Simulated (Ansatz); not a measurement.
# Bands, cutoff and cost in G0W0 for CaTiN2 (Pmmn)

Aim: see how the G0W0 gap of CaTiN2 (Pmmn) on r2SCAN moves with empty bands and screening cutoff, and what each rung costs.

Method: G0W0 on r2SCAN, plane waves, PAW, in Ansatz 0.2.0.

## (1) Set-up

Symmetry: Pmmn, No. 59, orthorhombic system. Conventional cell: a = 3.613 Å, b = 3.937 Å, c = 7.542 Å, α = 90.00°, β = 90.00°, γ = 90.00°. Nearest to Ca lie 7 N at 2.37 to 3.02 Å. Ti has 5 N at 1.84 to 2.03 Å nearest. N has 4 Ti at 2.02 to 2.03 Å and 2 Ca at 3.02 Å nearest. Nearest to N lie 1 Ti at 1.84 Å and 5 Ca at 2.37 to 2.67 Å. Farther neighbours and most contacts between anions are not listed.

Structure file:

```cif
data_structure
_symmetry_space_group_name_H-M 'Pmmn:1'
_symmetry_Int_Tables_number 59
_cell_length_a 3.6131
_cell_length_b 3.9365
_cell_length_c 7.5421
_cell_angle_alpha 90.000
_cell_angle_beta 90.000
_cell_angle_gamma 90.000
_cell_volume 107.27
loop_
_atom_site_label
_atom_site_type_symbol
_atom_site_symmetry_multiplicity
_atom_site_Wyckoff_symbol
_atom_site_fract_x
_atom_site_fract_y
_atom_site_fract_z
_atom_site_occupancy
Ca1 Ca 2 b 0.00000 0.50000 0.84964 1
Ti1 Ti 2 b 0.00000 0.50000 0.40755 1
N1 N 2 a 0.50000 0.50000 0.52833 1
N2 N 2 b 0.00000 0.50000 0.16420 1
```

Geometry: measured cell, ions relaxed with r2SCAN. The runs that relaxed it are not among those shown. The default PAW set here is soft_2. Its files were made with PBE.

## (2) 113 empty bands, screening to 60 eV

G0W0 replaces the xc potential by the self-energy, built once from these orbitals. Only a window of levels is corrected, while the sums run over the empty bands that the input names.

Contents of input.yaml:

```yaml
crystal:
  lattice:
    - [3.6131, 0.0, 0.0]
    - [0.0, 3.9365, 0.0]
    - [0.0, 0.0, 7.5421]
  atoms:
    - { symbol: Ca, position: [0.0, 0.5, 0.8496394539] }
    - { symbol: Ca, position: [0.5, 0.0, 0.1503605461] }
    - { symbol: Ti, position: [0.0, 0.5, 0.407547735] }
    - { symbol: Ti, position: [0.5, 0.0, 0.592452265] }
    - { symbol: "N", position: [0.5, 0.5, 0.5283250645] }
    - { symbol: "N", position: [0.0, 0.0, 0.4716749355] }
    - { symbol: "N", position: [0.0, 0.5, 0.1641950872] }
    - { symbol: "N", position: [0.5, 0.0, 0.8358049128] }
kpoints:
  mp_grid: { grid: [4, 4, 2] }
hamiltonian:
  xc: r2scan
scf:
  occupations: { method: fixed }
gw:
  n_empty_bands: 113
  ecut_chi: 60
  qp_bands: [v2, c2]
  qp_kpoints: band_edges
  screening: { model: contour_deformation }
```

On the command line:

```console
ansatz run input.yaml --threads 3 --pin off --max-ram 64512MiB --backend cuda --events-out ev --progress --plain --runs-dir out --devices 1 --max-vram 24GiB  # rebuilt from the run's record
```

Numbers of over 12 decimals in the logs are rounded to 6 here.

The program printed:

```text
GPUs: using 1 of 1 available (devices: 1).
Engine: ansatz 0.2.0, x86_64-unknown-linux-gnu
Pseudopotentials: kind: paw
Pseudopotential: Ca, paw, valence charge 10, recommended cutoff 500 eV (meta_gga), Ca.paw.azcp
Pseudopotential: Ti, paw, valence charge 12, recommended cutoff 500 eV (meta_gga), Ti.paw.azcp
Pseudopotential: N, paw, valence charge 5, recommended cutoff 500 eV (meta_gga), N.paw.azcp
Functional definition: r2SCAN
  parameter k0 = 0.174
  parameter k1 = 0.065
  parameter a1 = 4.9479
  exchange = r2scan_x(k0 = k0, k1 = k1, a1 = a1)
  correlation = r2scan_c
device memory: the entry about to start is reckoned to put 2.7 GiB on a device that reports 70.2 GiB free (of which the cap on the GPU budget leaves the run 24.0 GiB)
GPU FFT provider: cuFFT
GPU libraries: cuBLAS 13.8.2, cuFFT 12.4.0, cuSOLVER 12.3.4
Crystal: 8 atoms, lattice volume = 107.271 Å³
Basis set: ecut = 500 eV, 2729 PW (Γ), exchange–correlation on 108×120×240 points (64 copies of the dense FFT grid, shifted against one another)
Bands: 40, of which v1, the nominal top of the filled ones, is band 32 counted from 1 (31 counted from 0)
Symmetry: 8 space group operations
Space group: Pmmn (ITA 59), of the structure as read, at distance tolerance 4.8e-5 Å
k-points: 18 of 32
Non-local potential: Ca, projectors of the file, l = 0: 3, l = 1: 2, l = 2: 2
Non-local potential: Ti, projectors of the file, l = 0: 3, l = 1: 2, l = 2: 3, l = 3: 1
Non-local potential: N, projectors of the file, l = 0: 2, l = 1: 2, l = 2: 1
PAW form: soft (Blöchl's): semilocal exchange-correlation on the pseudo side does not see the compensation charge
PAW frozen core: Ca, regenerated for the run's functional (the file was generated under x = pbe(κ = 0.804, μ = 0.219515), c = pbe(β = 0.066725))
PAW frozen core: Ti, regenerated for the run's functional (the file was generated under x = pbe(κ = 0.804, μ = 0.219515), c = pbe(β = 0.066725))
PAW frozen core: N, regenerated for the run's functional (the file was generated under x = pbe(κ = 0.804, μ = 0.219515), c = pbe(β = 0.066725))
PAW one-centre angular grid: Ca, 302 points (default); XC on 160 Gauss nodes
PAW one-centre angular grid: Ti, 590 points (default); XC on 160 Gauss nodes
PAW one-centre angular grid: N, 302 points (default); XC on 160 Gauss nodes
Initial density: superposition of atomic densities (neutral atoms: chi_scale 0, normalization atom), corrected by the library's trained network
Initial wavefunctions: pseudopotential atomic-orbital guess
GPU buffer pool allocated for 48600 grid points (all kernels)
GPU transforms: local potential and band sums: pruned to the plane-wave sphere, on 27×30×60
Functional: x = r2scan, c = r2scan; τ floored in thin density (d = 2e-4 eV/Å³)
SCF iter   1: F=—  HF=-10204.283318 eV  |F-HF|=—  |Δ(HF+E_count)|=         —  Δρ=1.77e-2  dr2=4.40e-1  dr2_τ=4.84e-1  ethr=1.77e-3  ⟨swp⟩=4.5  Hψ=2767  notcnv=0  defer=84
preconditioner: auto → Resta (q_TF=auto, 2.503 Å⁻¹)  ε∞=4.1  [insulator: Δε(μ)=1.353 eV  Ē_g=13.486 eV  n_scr=38 (ndim 8)  ℏωp=23.8 eV  f_vac=0.000  ε∞_Penn≈4.1]
SCF iter   2: F=—  HF=-10204.485671 eV  |F-HF|=—  |Δ(HF+E_count)|=   2.02e-1  Δρ=1.00e-2  dr2=1.12e-1  dr2_τ=2.50e-2  ethr=6.87e-4  ⟨swp⟩=2.7  Hψ=1447  notcnv=0  defer=88
SCF iter   3: F=—  HF=-10204.472543 eV  |F-HF|=—  |Δ(HF+E_count)|=   1.31e-2  Δρ=3.82e-3  dr2=1.05e-2  dr2_τ=5.91e-4  ethr=1.76e-4  ⟨swp⟩=2.5  Hψ=942  notcnv=0  defer=102
SCF iter   4: F=—  HF=-10204.472253 eV  |F-HF|=—  |Δ(HF+E_count)|=   2.90e-4  Δρ=1.50e-3  dr2=3.11e-3  dr2_τ=3.76e-4  ethr=1.64e-5  ⟨swp⟩=2.1  Hψ=997  notcnv=0  defer=108
SCF iter   5: F=—  HF=-10204.471919 eV  |F-HF|=—  |Δ(HF+E_count)|=   3.34e-4  Δρ=4.64e-4  dr2=2.17e-4  dr2_τ=2.50e-5  ethr=4.86e-6  ⟨swp⟩=2.0  Hψ=940  notcnv=0  defer=108
SCF iter   6: F=—  HF=-10204.471907 eV  |F-HF|=—  |Δ(HF+E_count)|=   1.26e-5  Δρ=1.49e-4  dr2=3.02e-5  dr2_τ=3.19e-6  ethr=3.40e-7  ⟨swp⟩=2.0  Hψ=957  notcnv=0  defer=93
SCF iter   7: F=—  HF=-10204.471905 eV  |F-HF|=—  |Δ(HF+E_count)|=   1.54e-6  Δρ=5.14e-5  dr2=3.87e-6  dr2_τ=1.47e-7  ethr=4.71e-8  ⟨swp⟩=2.0  Hψ=958  notcnv=0  defer=55
SCF iter   8: F=-10204.471905 eV  HF=-10204.471905 eV  |F-HF|=8.87e-9  |Δ(HF+E_count)|=   2.52e-7  Δρ=7.93e-6  dr2=7.50e-8  dr2_τ=5.11e-9  ethr=1.56e-10  ⟨swp⟩=9.1  Hψ=3385  notcnv=0
SCF 1 converged in 8 iterations: F = -10204.471905 eV  dr2 = 7.50e-8
  greatest PAW one-centre occupation: 1.001 electrons in one spin orbital (limit 2), on the Ti atom at site 3 (counted from 0), in its partial waves of l = 1
device memory: the entry about to start is reckoned to put 3.3 GiB on a device that reports 70.1 GiB free (of which the cap on the GPU budget leaves the run 24.0 GiB)
NSCF: frozen V_eff on 18 k-points
the band table was solved once the SCF had ended and its energy, with any forces and stress, was formed, with the checks that follow a solve (2922 applications of the Hamiltonian). They found nothing against the state; the energy, forces and stress were not computed again (output.eigenvalues in the input reference)
device memory: the entry about to start is reckoned to put 2.5 GiB on a device that reports 70.1 GiB free (of which the cap on the GPU budget leaves the run 24.0 GiB)
NSCF: frozen V_eff on 18 k-points
G₀W₀ screening: q 1/18
[... further progress lines ...]
SCF converged after 8 iterations
Free energy (F): -10204.471905 eV
Harris-Foulkes:  -10204.471905 eV  (|F-HF|=8.87e-9)
Internal energy: -10204.471905 eV  (E = F + TS)
E sigma→0 (E₀):  -10204.471905 eV
Fermi energy:    9.816229 eV
--- Per-component energies (eV) ---
  E_band       = -602.088182
  E_kinetic    = 1631.494551
  E_local      = -4414.813881  (includes V_loc(G=0)·N_el)
  E_nonlocal   = 314.214639
  E_hartree    = 1681.159360
  E_xc         = -704.037892
  E_vxc        = -1000.719676  (∫ρ·V_xc dr)
  E_paw        = -4353.304100  (= ΣΔE_a)
  E_vpaw       = -556.437965  (= ΣTr[D̂ρ^β])
  E_aug_tail   = 0.000253  (compensation charges beyond the density's cutoff)
  E_vtau       = 61.847223  (kinetic-family band-sum trace: ∫τ·v_τ [+ j·A + Jᵃ·Aᵃ] dr)
  E_ewald      = -4358.118332
  E_core_change = -1.066503  (= ΣΔE_core)
  E_smearing   = -0.000000  (= −TS)
  E_closure    = 0.000000  (closes the sum)
  Σ components = -10204.471905   (vs F -10204.471905, Δ=0.00e0)
--- Band table (eV; the first three rows and the last of 18) ---
  k-point 0: bands = [... 28 lower, 8.5694, 9.0922, 9.6967, 9.8162, 10.8859, 12.6396, 13.1580, 13.4750, ... 4 higher]
  k-point 1: bands = [... 28 lower, 8.7165, 9.1831, 9.5695, 9.6489, 10.8894, 12.8994, 12.9953, 13.1415, ... 4 higher]
  k-point 2: bands = [... 28 lower, 8.3184, 8.7778, 8.8628, 9.1284, 12.0930, 12.7317, 12.9261, 13.1162, ... 4 higher]
  k-point 17: bands = [... 28 lower, 8.1668, 8.1668, 8.8923, 8.8923, 12.5777, 12.5777, 12.6510, 12.6510, ... 4 higher]
--- G₀W₀: contour deformation, 7 samples at zero and on the imaginary axis and 1 off it, 32 q-points, 113 empty bands' worth ---
  eigenvalues of the whole cell's RPA ε∞ on this k-mesh (on a slab, of 1 + 4πα/V) = 6.7894, 9.3482, 10.6429; static W/v taken at q = 0 is 0.112067
  bands read: the sum over 145 bands ends inside a degenerate multiplet in 10 slots, whose members it reads at an even weight; the widest, k=4: bands 145 to 146 (counted from 1) at 1/2 each
  gw.qp_kpoints: band_edges: 9 of 18 stored k-points solved, in 1 pass; an edge of the gap read off the rows below is read off those points alone
    valence top: of the k-points left out ik 2 came nearest to being solved in a further pass, in band 32 (counted from 1, as in the quasiparticle table): it holds the edge there only if its correction is more favourable than any solved in that band by at least 0.556 eV; those differ by 0.416 eV
    conduction bottom: of the k-points left out ik 10 came nearest to being solved in a further pass, in band 34 (counted from 1, as in the quasiparticle table): it holds the edge there only if its correction is more favourable than any solved in that band by at least 0.990 eV; those differ by 0.485 eV
  `?` marks the rows in doubt; gw_qp.tsv's column doubts and the gw_qp event give each row's grounds
    ik  band        ε_KS         Σx   Σc(E_QP)       V_xc       Z   E_QP_lin       E_QP  E_QP is
     0    31      9.6967   -21.5444     3.0896   -19.0732  0.7379    10.3058    10.3151  root
     0    32      9.8162   -20.2238     3.0502   -17.5738  0.7351    10.2120    10.2164  root
     0    33     10.8859   -12.2472    -5.6876   -19.0976  0.7333    12.1012    12.0487  root
     0    34     12.6396    -6.2957    -4.4974   -11.6326  0.7796    13.5295    13.4791  root
     1    31      9.5695   -19.9662     3.0898   -17.2262  0.7338     9.9158     9.9193  root
     1    32      9.6489   -21.4455     3.0103   -19.0659  0.7378    10.2700    10.2796  root
     1    33     10.8894   -12.2536    -5.6959   -19.1135  0.7331    12.1057    12.0533  root
     1    34     12.8994   -10.5955    -5.0369   -16.7915  0.7401    14.1172    14.0585  root
     3    31      8.8971   -19.4657     3.1651   -16.5154  0.7259     9.1104     9.1119  root
     3    32      8.9844   -19.3458     2.9705   -16.6365  0.7276     9.2434     9.2455  root
     3    33     12.0837   -13.0516    -6.0154   -20.3792  0.7134    13.4351    13.3959  root
     3    34     12.2491   -10.6025    -5.1464   -16.8643  0.7467    13.4305    13.3646  root ?
     8    31      8.6292   -19.9150     3.0870   -17.1172  0.7257     8.9158     8.9184  root
     8    32      9.2404   -20.6760     3.0368   -18.1356  0.7319     9.7302     9.7368  root
     8    33     12.1903   -12.4800    -5.5622   -19.2809  0.7251    13.4799    13.4291  root
     8    34     12.5870   -10.1617    -5.1853   -16.3685  0.7453    13.7553    13.6085  root ?
     9    31      8.4147   -19.3725     3.2399   -16.2538  0.7240     8.5354     8.5359  root
     9    32      9.1559   -20.6975     3.1214   -18.0636  0.7333     9.6370     9.6435  root
     9    33     11.9041   -11.6055    -5.2457   -18.0311  0.7384    13.1361    13.0840  root
     9    34     12.9422   -12.3416    -6.1014   -19.7671  0.7143    14.3149    14.2663  root
    12    31      8.1161   -21.9041     3.5620   -18.7526  0.7152     8.5210     8.5266  root
    12    32      8.1161   -21.9041     3.5620   -18.7526  0.7152     8.5210     8.5266  root
    12    33     12.3338   -11.7839    -4.9304   -17.9017  0.7422    13.5726    13.5211  root
    12    34     12.3338   -11.7839    -4.9304   -17.9017  0.7422    13.5726    13.5211  root
    13    31      8.2807   -21.6958     3.4077   -18.7434  0.7174     8.7296     8.7361  root
    13    32      8.2807   -21.6958     3.4077   -18.7434  0.7174     8.7296     8.7361  root
    13    33     12.3113   -11.7748    -4.9839   -17.8956  0.7417    13.5066    13.4482  root ?
    13    34     12.3113   -11.7748    -4.9839   -17.8956  0.7417    13.5066    13.4482  root ?
    16    31      9.3750   -19.9354     3.0392   -17.2631  0.7323     9.7381     9.7420  root
    16    32      9.3750   -19.9354     3.0392   -17.2631  0.7323     9.7381     9.7420  root
    16    33     12.1831    -9.3274    -4.7898   -15.0850  0.7563    13.2473    13.1509  root ?
    16    34     12.1831    -9.3274    -4.7898   -15.0850  0.7563    13.2473    13.1509  root ?
    17    31      8.8923   -18.8546     3.0389   -16.0304  0.7329     9.1055     9.1070  root
    17    32      8.8923   -18.8546     3.0389   -16.0304  0.7329     9.1055     9.1070  root
    17    33     12.5777   -12.0825    -5.3813   -18.4692  0.7295    13.7093    13.5830  root ?
    17    34     12.5777   -12.0825    -5.3813   -18.4692  0.7295    13.7093    13.5830  root ?
```

Run time: 6.2 s. Hardware: 1 × NVIDIA H100 80GB HBM3 (shared by 3 runs) with 3 threads of AMD EPYC 7R13 (Zen 3), shared host; peak memory 1.4 GiB; 10 s of CPU time.

Numbers from this step:

```
bands summed                                 : 145
RPA ε∞ on this mesh (eigenvalues)            : 6.789, 9.348, 10.64
plane waves in the screening matrix          : 117
q-points in the mesh                         : 32
G0W0 gap on the mesh                         : 1.734 eV
k of the valence top                         : 0, 0, 0
k of the conduction bottom                   : 0, 0, 0
starting gap on the mesh                     : 1.070 eV
Z at the valence top                         : 0.7379
Z at the conduction bottom                   : 0.7333
least direct G0W0 gap on the computed points : 1.734 eV
```

The gap on the mesh goes from 1.07 eV to 1.73 eV, a correction of +0.66 eV, though a band edge has moved to another state.

## (3) 320 empty bands, screening to 120 eV

Another rung: the empty bands reach about as high as the screening cutoff, so the two stay in balance.

Edit input.yaml of step 2 so:

```diff
@@ -21,4 +21,4 @@
 gw:
-  n_empty_bands: 113
-  ecut_chi: 60
+  n_empty_bands: 320
+  ecut_chi: 120
   qp_bands: [v2, c2]
```

The program printed:

```text
GPUs: using 1 of 1 available (devices: 1).
[...]
GPU FFT provider: cuFFT
GPU libraries: cuBLAS 13.8.2, cuFFT 12.4.0, cuSOLVER 12.3.4
Crystal: 8 atoms, lattice volume = 107.271 Å³
Basis set: ecut = 500 eV, 2729 PW (Γ), exchange–correlation on 108×120×240 points (64 copies of the dense FFT grid, shifted against one another)
Bands: 40, of which v1, the nominal top of the filled ones, is band 32 counted from 1 (31 counted from 0)
Symmetry: 8 space group operations
[...]
k-points: 18 of 32
[...]
GPU buffer pool allocated for 48600 grid points (all kernels)
[...]
SCF iter   1: F=—  HF=-10204.283318 eV  |F-HF|=—  |Δ(HF+E_count)|=         —  Δρ=1.77e-2  dr2=4.40e-1  dr2_τ=4.84e-1  ethr=1.77e-3  ⟨swp⟩=4.5  Hψ=2767  notcnv=0  defer=84
[...]
SCF iter   8: F=-10204.471905 eV  HF=-10204.471905 eV  |F-HF|=8.87e-9  |Δ(HF+E_count)|=   2.52e-7  Δρ=7.93e-6  dr2=7.50e-8  dr2_τ=5.11e-9  ethr=1.56e-10  ⟨swp⟩=9.1  Hψ=3385  notcnv=0
SCF 1 converged in 8 iterations: F = -10204.471905 eV  dr2 = 7.50e-8
[...]
NSCF: frozen V_eff on 18 k-points
[...]
G₀W₀ screening: q 1/18
[... further progress lines ...]
SCF converged after 8 iterations
Free energy (F): -10204.471905 eV
[...]
Internal energy: -10204.471905 eV  (E = F + TS)
E sigma→0 (E₀):  -10204.471905 eV
Fermi energy:    9.816229 eV
[...]
--- Band table (eV; the first three rows and the last of 18) ---
  k-point 0: bands = [... 28 lower, 8.5694, 9.0922, 9.6967, 9.8162, 10.8859, 12.6396, 13.1580, 13.4750, ... 4 higher]
  k-point 1: bands = [... 28 lower, 8.7165, 9.1831, 9.5695, 9.6489, 10.8894, 12.8994, 12.9953, 13.1415, ... 4 higher]
  k-point 2: bands = [... 28 lower, 8.3184, 8.7778, 8.8628, 9.1284, 12.0930, 12.7317, 12.9261, 13.1162, ... 4 higher]
  k-point 17: bands = [... 28 lower, 8.1668, 8.1668, 8.8923, 8.8923, 12.5777, 12.5777, 12.6510, 12.6510, ... 4 higher]
[...]
0    31      9.6967   -21.5444     2.6291   -19.0732  0.7298     9.8538     9.8546  root
     0    32      9.8162   -20.2238     2.6388   -17.5738  0.7272     9.8050     9.8050  root
     0    33     10.8859   -12.2472    -6.0923   -19.0976  0.7280    11.6800    11.6441  root
     0    34     12.6396    -6.2957    -4.6722   -11.6326  0.7771    13.3290    13.3042  root
     1    31      9.5695   -19.9662     2.6962   -17.2262  0.7261     9.5256     9.5257  root
     1    32      9.6489   -21.4455     2.5499   -19.0659  0.7297     9.8183     9.8192  root
     1    33     10.8894   -12.2536    -6.1012   -19.1135  0.7278    11.6840    11.6480  root
     1    34     12.8994   -10.5955    -5.3914   -16.7915  0.7350    13.7503    13.7039  root
[...]
17    31      8.8923   -18.8546     2.6937   -16.0304  0.7260     8.7612     8.7618  root
    17    32      8.8923   -18.8546     2.6937   -16.0304  0.7260     8.7612     8.7618  root
    17    33     12.5777   -12.0825    -5.6946   -18.4692  0.7235    13.2983    13.2697  root
    17    34     12.5777   -12.0825    -5.6946   -18.4692  0.7235    13.2983    13.2697  root
```

The job ended after 16 s (1 × NVIDIA H100 80GB HBM3 (shared by 3 runs) with 3 threads; peak memory 1.8 GiB; 30 s of CPU time).

This step gave:

```yaml
bands_summed: 352
rpa_eps_infinity_on_this_mesh_eigenvalues: 6.671, 9.242, 10.57
plane_waves_in_the_screening_matrix: 325
q_points_in_the_mesh: 32
g0w0_gap_on_the_mesh: 1.789 eV
k_of_the_valence_top: 0, 0, 0
k_of_the_conduction_bottom: 0, 0, 0
starting_gap_on_the_mesh: 1.070 eV
z_at_the_valence_top: 0.7298
z_at_the_conduction_bottom: 0.7280
least_direct_g0w0_gap_on_the_computed_points: 1.789 eV
```

Against the run with 4×4×2 mesh, 113 empty bands, screening to 60 eV, the gap moves by +0.06 eV.

## (4) 688 empty bands, screening to 200 eV

Edit input.yaml of step 3 so:

```diff
@@ -21,4 +21,4 @@
 gw:
-  n_empty_bands: 320
-  ecut_chi: 120
+  n_empty_bands: 688
+  ecut_chi: 200.0
   qp_bands: [v2, c2]
```

The program printed:

```text
GPUs: using 1 of 1 available (devices: 1).
[...]
GPU FFT provider: cuFFT
GPU libraries: cuBLAS 13.8.2, cuFFT 12.4.0, cuSOLVER 12.3.4
Crystal: 8 atoms, lattice volume = 107.271 Å³
Basis set: ecut = 500 eV, 2729 PW (Γ), exchange–correlation on 108×120×240 points (64 copies of the dense FFT grid, shifted against one another)
Bands: 40, of which v1, the nominal top of the filled ones, is band 32 counted from 1 (31 counted from 0)
[...]
1    34     12.8994   -10.5955    -5.5420   -16.7915  0.7328    13.5784    13.5534  root
[...]
17    31      8.8923   -18.8546     2.5035   -16.0304  0.7233     8.5673     8.5716  root
    17    32      8.8923   -18.8546     2.5035   -16.0304  0.7233     8.5673     8.5716  root
    17    33     12.5777   -12.0825    -5.8713   -18.4692  0.7211    13.1063    13.0931  root
    17    34     12.5777   -12.0825    -5.8713   -18.4692  0.7211    13.1063    13.0931  root
[key lines of the parts left out:]
SCF converged after 8 iterations
Free energy (F): -10204.471905 eV
Fermi energy:    9.816229 eV
```

Elapsed: 21 s, on 1 × NVIDIA H100 80GB HBM3 (shared by 3 runs) with 3 threads; peak memory 3.1 GiB.

Numbers from this step:

```yaml
bands_summed: 720
rpa_eps_infinity_on_this_mesh_eigenvalues: 6.655, 9.225, 10.55
plane_waves_in_the_screening_matrix: 693
g0w0_gap_on_the_mesh: 1.901 eV
k_of_the_valence_top: 0, 0, 0
k_of_the_conduction_bottom: 0, 0, 0
starting_gap_on_the_mesh: 1.070 eV
least_direct_g0w0_gap_on_the_computed_points: 1.901 eV
```

Against the run with 4×4×2 mesh, 320 empty bands, screening to 120 eV, the gap moves by +0.11 eV.

[end of part 1 of 2]

[Paths, hosts, dates, memory and timing lines, banners, echoed tables and standing remarks are left out of the program output.]

[Logs are printed without paths, hosts, clocks, repeated set-up lines and the standing remarks that a program may print on its own settings, such as how far it seeks lower states.]

[Runs of the session that timed out or met a known fault of the program may be left out.]

[Cells called generated may have been cut or substituted from an entry of the Crystallography Open Database or the Materials Project.]

[Hosts, paths, dates, database ids (printed as entryN), source tags and the programs' standing remarks are cut or masked in the printed files.]
